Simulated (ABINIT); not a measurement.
# GaP (F-43m): making up for missing bands

Aim: few bands, with and without a completion of the sum over empty states, for GaP (F-43m).

Calculated with ABINIT 10.8.3; PBE and many-body steps on it, plane waves.

### 1. Starting point

Symmetry: F-43m, No. 216, cubic system. Conventional cell: a = 5.450 Å, b = 5.450 Å, c = 5.450 Å, α = 90.00°, β = 90.00°, γ = 90.00°. Ga has 4 P at 2.36 Å nearest. P has 4 Ga at 2.36 Å nearest. Farther neighbours, and contacts between anions beyond the nearest, are not listed.

Coordinates:

```cif
data_structure
_symmetry_space_group_name_H-M 'F-43m'
_symmetry_Int_Tables_number 216
_cell_length_a 5.4505
_cell_length_b 5.4505
_cell_length_c 5.4505
_cell_angle_alpha 90.000
_cell_angle_beta 90.000
_cell_angle_gamma 90.000
_cell_volume 161.92
loop_
_atom_site_label
_atom_site_type_symbol
_atom_site_symmetry_multiplicity
_atom_site_Wyckoff_symbol
_atom_site_fract_x
_atom_site_fract_y
_atom_site_fract_z
_atom_site_occupancy
Ga1 Ga 4 a 0.00000 0.00000 0.00000 1
P1 P 4 d 0.25000 0.25000 0.75000 1
```

The cell and positions come from the Crystallography Open Database and are kept as given unless a step says otherwise.

### 2. Empty states on the mesh, 4×4×4 mesh, 189 bands

This step: ABINIT 10.8.3; DFT, PBE, plane waves, norm-conserving pseudopotentials.

The sums over transitions need many empty states on a uniform mesh; this step solves for them.

The input, run.abi:

```
acell 3*1.0 Angstrom
rprim 
  0.000000000000 2.725250000000 2.725250000000
  2.725250000000 0.000000000000 2.725250000000
  2.725250000000 2.725250000000 0.000000000000
ntypat 2
znucl 31 15
natom 2
typat 1 2
xred 
  0.000000000000 0.000000000000 0.000000000000
  0.250000000000 0.250000000000 0.250000000000
pp_dirpath "pseudos"
pseudos "Ga.upf, P.upf"
ecut 45
ngkpt 4 4 4
nshiftk 1
shiftk 0 0 0
kptopt 1
chksymbreak 0
irdden 1
istwfk *1
nband 189
prtvol 0
optdriver 6
gwr_task "HDIAGO"
paral_kgb 0
occopt 1
indata_prefix "in"
outdata_prefix "out"
tmpdata_prefix "tmp"
```

On the command line:

```console
OMP_NUM_THREADS=1 mpirun -n 8 abinit run.abi > log
```

Standard output:

```text
.Version 10.8.3 of ABINIT. v10.8.2 released Aug 2026.

 Symmetries : space group F-4 3 m (#216); Bravais cF (face-center cubic)
[... echo of the input left out ...]
== DATASET  1 ==================================================================
-   mpi_nproc: 8, omp_nthreads: 1 (-1 if OMP is not activated)

--- !DatasetInfo
iteration_state: {dtset: 1, }
dimensions: {natom: 2, nkpt: 8, mband: 189, nsppol: 1, nspinor: 1, nspden: 1, mpw: 3972, }
cutoff_energies: {ecut:  45.0, pawecutdg:  -1.0, }
[...]
Indirect band gap semiconductor
 Fundamental gap:     1.652 (eV)
   VBM:     5.227 (eV) at k: [ 0.0000E+00,  0.0000E+00,  0.0000E+00]
   CBM:     6.880 (eV) at k: [ 5.0000E-01,  5.0000E-01,  0.0000E+00]
 Direct gap:         1.809 (eV) at k: [ 0.0000E+00,  0.0000E+00,  0.0000E+00]

== END DATASET(S) ==============================================================
================================================================================

 -outvars: echo values of variables after computation  --------
           etotal      0.0000000000E+00
            nband         189
             nkpt           8
          spgroup         216
 [... the other variables as echoed above ...]

 Calculation completed.
```

It took 52 s on 8 MPI ranks of Arm Neoverse V2, shared host; peak memory 7.1 GiB; 6.9 min of CPU time.

Numbers from this step:

| Property | Result |
| --- | --- |
| gap | 1.652 eV |
| k of the valence top | 0, 0, 0 |
| k of the conduction bottom | 0.5, 0.5, 0 |
| least direct gap | 1.809 eV |
| k points computed | 8 |
| lowest point of the top converged band, above the valence top | 137.8812 eV |

On this mesh the gap is 1.652 eV.

The density comes from a self-consistent run that is not shown.

### 3. Screening, 4×4×4 mesh, 181 bands, screening to 228.6 eV

The RPA dielectric matrix is built and inverted for each q.

This step: RPA screening on PBE, plane waves, norm-conserving pseudopotentials.

Changes to run.abi since step 2:

```diff
@@ -20,10 +20,11 @@
 chksymbreak 0
-irdden 1
 istwfk *1
-nband 189
-prtvol 0
-optdriver 6
-gwr_task "HDIAGO"
-paral_kgb 0
 occopt 1
+irdwfk 1
+optdriver 3
+nband 181
+ecuteps 8.4
+inclvkb 2
+awtr 1
+symchi 1
 indata_prefix "in"
```

Standard output:

```text
.Version 10.8.3 of ABINIT. v10.8.2 released Aug 2026.

 Symmetries : space group F-4 3 m (#216); Bravais cF (face-center cubic)
[... echo of the input left out ...]
== DATASET  1 ==================================================================
-   mpi_nproc: 8, omp_nthreads: 1 (-1 if OMP is not activated)

--- !DatasetInfo
iteration_state: {dtset: 1, }
dimensions: {natom: 2, nkpt: 8, mband: 181, nsppol: 1, nspinor: 1, nspden: 1, mpw: 3972, }
cutoff_energies: {ecut:  45.0, pawecutdg:  -1.0, }
electrons: {nelect:   2.60000000E+01, charge:   0.00000000E+00, occopt:   1.00000000E+00, tsmear:   1.00000000E-02, }

 SCREENING: Calculation of the susceptibility and dielectric matrices

 Based on a program developped by R.W. Godby, V. Olevano, G. Onida, and L. Reining.
 Incorporated in ABINIT by V. Olevano, G.-M. Rignanese, and M. Torrent.
.Using double precision arithmetic ; gwpc =  8

[... cell and pseudopotentials left out ...]
--------------------------------------------------------------------------------

 ==== K-mesh for the wavefunctions ====
 Number of points in the irreducible wedge :     8
[... list of points left out ...]
 Together with 24 symmetry operations and time-reversal symmetry
 yields    64 points in the full Brillouin Zone.

 ==== Q-mesh for the screening function ====
 Number of points in the irreducible wedge :     8
[... list of points left out ...]
 Together with 24 symmetry operations and time-reversal symmetry
 yields    64 points in the full Brillouin Zone.

 setmesh: FFT mesh size selected  =    32x   32x   32
          total number of points  =        32768

 vcoul_init : cutoff-mode = AUXILIARY_FUNCTION
 q-points for optical limit:   1
     1)      0.000010    0.000020    0.000030

- screening: taking advantage of time-reversal symmetry
- Maximum band index for partially occupied states nbvw = 13
- Remaining bands to be divided among processors   nbcw = 168
- Number of bands treated by each node ~21

 Number of electrons calculated from density =   26.0000; Expected =   26.0000
 average of density, n =  0.095176
 r_s =    1.3587
 omega_plasma =   29.7591 [eV]

 calculating chi0 at frequencies [eV] :
  1    0.000000E+00    0.000000E+00
  2    0.000000E+00    2.975908E+01

--------------------------------------------------------------------------------
  q-point number  1        q = ( 0.000000, 0.000000, 0.000000) [r.l.u.]
--------------------------------------------------------------------------------
[... chi0 elements left out ...]
 For q-point:  0.000010 0.000020 0.000030
  dielectric constant =  18.1511
  dielectric constant without local fields =  19.7228

  Average fulfillment of the sum rule on Im[epsilon] for q-point    1 :     57.65  [%]
[... wings left out ...]
  q-point number  2        q = ( 0.250000, 0.000000, 0.000000) [r.l.u.]
--------------------------------------------------------------------------------
[... chi0 elements left out ...]
  Average fulfillment of the sum rule on Im[epsilon] for q-point    2 :     64.02  [%]

 [... 6 further q-points ...]
```

The job ended after 41 s (8 MPI ranks; peak memory 1.9 GiB).

Numbers from this step:

| Property | Result |
| --- | --- |
| ε∞ with local fields, on this mesh | 18.15 |
| ε∞ without local fields, on this mesh | 19.72 |
| plasma frequency | 29.76 eV |
| plane waves in the screening matrix | 331 |

Local fields lower ε∞ by 8 %. On a Γ-centred mesh this coarse the value itself is usually too large, while a short band sum pulls it down.

### 4. 181 bands

The self-energy is evaluated for the states that the input lists, and the quasiparticle equation is solved.

This step: G0W0 on PBE, plane waves, norm-conserving pseudopotentials.

Changes to run.abi since step 3:

```diff
@@ -23,8 +23,17 @@
 irdwfk 1
-optdriver 3
+optdriver 4
 nband 181
+gwcalctyp 0
+ecutsigx 45
+symsigma 1
+nkptgw 2
+kptgw 
+  0.0000000000 0.0000000000 0.0000000000
+  0.5000000000 0.5000000000 0.0000000000
+bdgw 
+  11 17
+  12 15
 ecuteps 8.4
-inclvkb 2
-awtr 1
-symchi 1
+irdscr 1
+ppmodel 1
 indata_prefix "in"
```

Standard output:

```text
.Version 10.8.3 of ABINIT. v10.8.2 released Aug 2026.

 Symmetries : space group F-4 3 m (#216); Bravais cF (face-center cubic)
[... echo of the input left out ...]
== DATASET  1 ==================================================================
-   mpi_nproc: 8, omp_nthreads: 1 (-1 if OMP is not activated)

--- !DatasetInfo
iteration_state: {dtset: 1, }
dimensions: {natom: 2, nkpt: 8, mband: 181, nsppol: 1, nspinor: 1, nspden: 1, mpw: 3972, }
cutoff_energies: {ecut:  45.0, pawecutdg:  -1.0, }
electrons: {nelect:   2.60000000E+01, charge:   0.00000000E+00, occopt:   1.00000000E+00, tsmear:   1.00000000E-02, }

 SIGMA: Calculation of the GW corrections

 Based on a program developped by R.W. Godby, V. Olevano, G. Onida, and L. Reining.
 Incorporated in ABINIT by V. Olevano, G.-M. Rignanese, and M. Torrent.
.Using double precision arithmetic ; gwpc =  8

[... cell and pseudopotentials left out ...]
--------------------------------------------------------------------------------

 ==== K-mesh for the wavefunctions ====
 Number of points in the irreducible wedge :     8
[... list of points left out ...]
 Together with 24 symmetry operations and time-reversal symmetry
 yields    64 points in the full Brillouin Zone.

 ==== Q-mesh for screening function ====
 Number of points in the irreducible wedge :     8
[... list of points left out ...]
 Together with 24 symmetry operations and time-reversal symmetry
 yields    64 points in the full Brillouin Zone.

 vcoul_init : cutoff-mode = AUXILIARY_FUNCTION
 q-points for optical limit:   1
     1)      0.000010    0.000020    0.000030
 setmesh: FFT mesh size selected  =    45x   45x   45
          total number of points  =        91125

 Number of electrons calculated from density =   26.0000; Expected =   26.0000
 average of density, n =  0.095176
 r_s =    1.3587
 omega_plasma =   29.7591 [eV]

 === KS Band Gaps ===
  >>>> For spin  1
   Minimum direct gap =   1.8094 [eV], located at k-point      :   0.0000  0.0000  0.0000
   Fundamental gap    =   1.6525 [eV], Top of valence bands at :   0.0000  0.0000  0.0000
                                       Bottom of conduction at :   0.5000  0.5000  0.0000
 SIGMA fundamental parameters:
 PLASMON POLE MODEL  1
 number of plane-waves for SigmaX                 3839
 number of plane-waves for SigmaC and W            331
 number of plane-waves for wavefunctions          3839
 number of bands                                   181
 number of independent spin polarizations            1
 number of spinorial components                      1
 number of k-points in IBZ                           8
 number of q-points in IBZ                           8
 number of symmetry operations                      24
 number of k-points in BZ                           64
 number of q-points in BZ                           64
 number of frequencies for dSigma/dE                 9
 frequency step for dSigma/dE [eV]                0.25
 number of omega for Sigma on real axis              0
 max omega for Sigma on real axis  [eV]           0.00
 zcut for avoiding poles [eV]                     0.10

 EPSILON^-1 parameters (SCR file):
 dimension of the eps^-1 matrix on file            331
 dimension of the eps^-1 matrix used               331
 number of plane-waves for wavefunctions          3839
 number of bands                                   181
 number of q-points in IBZ                           8
 number of frequencies                               2
 number of real frequencies                          1
 number of imag frequencies                          1

 matrix elements of self-energy operator (all in [eV])

 Perturbative Calculation

--- !SelfEnergy_ee
iteration_state: {dtset: 1, }
kpoint     : [   0.000,    0.000,    0.000, ]
spin       : 1
KS_gap     :    1.809
QP_gap     :    2.651
Delta_QP_KS:    0.841
data: !SigmaeeData |
     Band     E0 <VxcDFT>   SigX SigC(E0)      Z dSigC/dE  Sig(E)    E-E0       E
       11   5.227 -13.290 -15.271   1.044   0.787  -0.270 -14.027  -0.737   4.490
       12   5.227 -13.290 -15.271   1.044   0.787  -0.270 -14.027  -0.737   4.490
       13   5.227 -13.290 -15.271   1.044   0.787  -0.270 -14.027  -0.737   4.490
       14   7.037 -12.704  -8.093  -4.480   0.794  -0.259 -12.600   0.104   7.141
       15   9.112 -11.361  -6.717  -4.478   0.789  -0.268 -11.230   0.131   9.243
       16   9.112 -11.361  -6.717  -4.478   0.789  -0.268 -11.230   0.131   9.243
       17   9.112 -11.361  -6.717  -4.478   0.789  -0.268 -11.230   0.131   9.243

--- !SelfEnergy_ee
iteration_state: {dtset: 1, }
kpoint     : [   0.500,    0.500,    0.000, ]
spin       : 1
KS_gap     :    4.338
QP_gap     :    5.051
Delta_QP_KS:    0.713
data: !SigmaeeData |
     Band     E0 <VxcDFT>   SigX SigC(E0)      Z dSigC/dE  Sig(E)    E-E0       E
       12   2.542 -11.795 -14.741   1.870   0.775  -0.291 -12.628  -0.834   1.709
       13   2.542 -11.795 -14.741   1.870   0.775  -0.291 -12.628  -0.834   1.709
       14   6.880  -9.776  -5.923  -4.002   0.810  -0.235  -9.897  -0.120   6.759
       15   7.048 -10.956  -6.909  -4.051   0.804  -0.243 -10.959  -0.003   7.044

== END DATASET(S) ==============================================================
================================================================================

 -outvars: echo values of variables after computation  --------
           etotal      0.0000000000E+00
            nband         181
             nkpt           8
          spgroup         216
 [... the other variables as echoed above ...]

 Calculation completed.
```

Elapsed: 14 s, on 8 MPI ranks; peak memory 1.9 GiB.

This step gave:

```
G0W0 gap on the mesh                         : 2.269 eV
starting gap on the mesh                     : 1.652 eV
k of the valence top                         : 0, 0, 0
k of the conduction bottom                   : 0.5, 0.5, 0
Z at the valence top                         : 0.787
Z at the conduction bottom                   : 0.81
least direct G0W0 gap on the computed points : 2.651 eV
```

The gap on the mesh goes from 1.65 eV to 2.27 eV, a correction of +0.62 eV.

### 5. Screening, 4×4×4 mesh, 28 bands, screening to 228.6 eV

This step: RPA screening on PBE, plane waves, norm-conserving pseudopotentials.

Changes to run.abi since step 4:

```diff
@@ -23,17 +23,8 @@
 irdwfk 1
-optdriver 4
-nband 181
-gwcalctyp 0
-ecutsigx 45
-symsigma 1
-nkptgw 2
-kptgw 
-  0.0000000000 0.0000000000 0.0000000000
-  0.5000000000 0.5000000000 0.0000000000
-bdgw 
-  11 17
-  12 15
+optdriver 3
+nband 28
 ecuteps 8.4
-irdscr 1
-ppmodel 1
+inclvkb 2
+awtr 1
+symchi 1
 indata_prefix "in"
```

Standard output:

```text
.Version 10.8.3 of ABINIT. v10.8.2 released Aug 2026.

 Symmetries : space group F-4 3 m (#216); Bravais cF (face-center cubic)
[... echo of the input left out ...]
== DATASET  1 ==================================================================
-   mpi_nproc: 8, omp_nthreads: 1 (-1 if OMP is not activated)

--- !DatasetInfo
iteration_state: {dtset: 1, }
dimensions: {natom: 2, nkpt: 8, mband: 28, nsppol: 1, nspinor: 1, nspden: 1, mpw: 3972, }
cutoff_energies: {ecut:  45.0, pawecutdg:  -1.0, }
electrons: {nelect:   2.60000000E+01, charge:   0.00000000E+00, occopt:   1.00000000E+00, tsmear:   1.00000000E-02, }

 SCREENING: Calculation of the susceptibility and dielectric matrices

 Based on a program developped by R.W. Godby, V. Olevano, G. Onida, and L. Reining.
 Incorporated in ABINIT by V. Olevano, G.-M. Rignanese, and M. Torrent.
.Using double precision arithmetic ; gwpc =  8

[... cell and pseudopotentials left out ...]
--------------------------------------------------------------------------------

 ==== K-mesh for the wavefunctions ====
 Number of points in the irreducible wedge :     8
[... list of points left out ...]
 Together with 24 symmetry operations and time-reversal symmetry
 yields    64 points in the full Brillouin Zone.

 ==== Q-mesh for the screening function ====
 Number of points in the irreducible wedge :     8
[... list of points left out ...]
 Together with 24 symmetry operations and time-reversal symmetry
 yields    64 points in the full Brillouin Zone.

 setmesh: FFT mesh size selected  =    32x   32x   32
          total number of points  =        32768

 vcoul_init : cutoff-mode = AUXILIARY_FUNCTION
 q-points for optical limit:   1
     1)      0.000010    0.000020    0.000030

- screening: taking advantage of time-reversal symmetry
- Maximum band index for partially occupied states nbvw = 13
- Remaining bands to be divided among processors   nbcw = 15
- Number of bands treated by each node ~1

 Number of electrons calculated from density =   26.0000; Expected =   26.0000
 average of density, n =  0.095176
 r_s =    1.3587
 omega_plasma =   29.7591 [eV]

 calculating chi0 at frequencies [eV] :
  1    0.000000E+00    0.000000E+00
  2    0.000000E+00    2.975908E+01

--------------------------------------------------------------------------------
  q-point number  1        q = ( 0.000000, 0.000000, 0.000000) [r.l.u.]
--------------------------------------------------------------------------------
[... chi0 elements left out ...]
 For q-point:  0.000010 0.000020 0.000030
  dielectric constant =  17.9252
  dielectric constant without local fields =  19.6710

  Average fulfillment of the sum rule on Im[epsilon] for q-point    1 :     16.02  [%]
[... wings left out ...]
  q-point number  2        q = ( 0.250000, 0.000000, 0.000000) [r.l.u.]
--------------------------------------------------------------------------------
[... chi0 elements left out ...]
  Average fulfillment of the sum rule on Im[epsilon] for q-point    2 :     28.05  [%]

 [... 6 further q-points ...]
```

Elapsed: 20 s, on 8 MPI ranks; peak memory 1.2 GiB; 76 s of CPU time.

Numbers from this step:

```yaml
eps_infinity_with_local_fields_on_this_mesh: 17.93
eps_infinity_without_local_fields_on_this_mesh: 19.67
plasma_frequency: 29.76 eV
plane_waves_in_the_screening_matrix: 331
```

(Continued in part 2 of 2.)

[Long decimals in the printed logs are rounded to 6 places.]

[Logs are printed without paths, hosts, clocks, repeated set-up lines and the standing remarks that a program may print on its own settings, such as how far it seeks lower states.]

[Paths, hosts, dates, memory and timing lines, banners, echoed tables and standing remarks are left out of the program output; an Ansatz launch command may be rebuilt from the run's recorded settings. Measured values are a selection of at most five: reports struck by readers or far from the other reports are left out. None is set beside runs whose start may be inverted or whose files or cutoffs have a known fault.]

[Runs of the session that timed out or met a known fault of the program may be left out.]

[Hosts, paths, dates, database ids (printed as entryN), source tags and the programs' standing remarks are cut or masked in the printed files.]

[G0W0 gaps are taken among the corrected bands and points alone; a level outside them can change the order at an edge.]

[Where Ansatz stands beside ABINIT at settings called matched, ABINIT's density can come from a denser mesh and the files from another edition; pairs whose starting gaps differed by over 0.03 eV were left out, so agreement reads better than it is.]
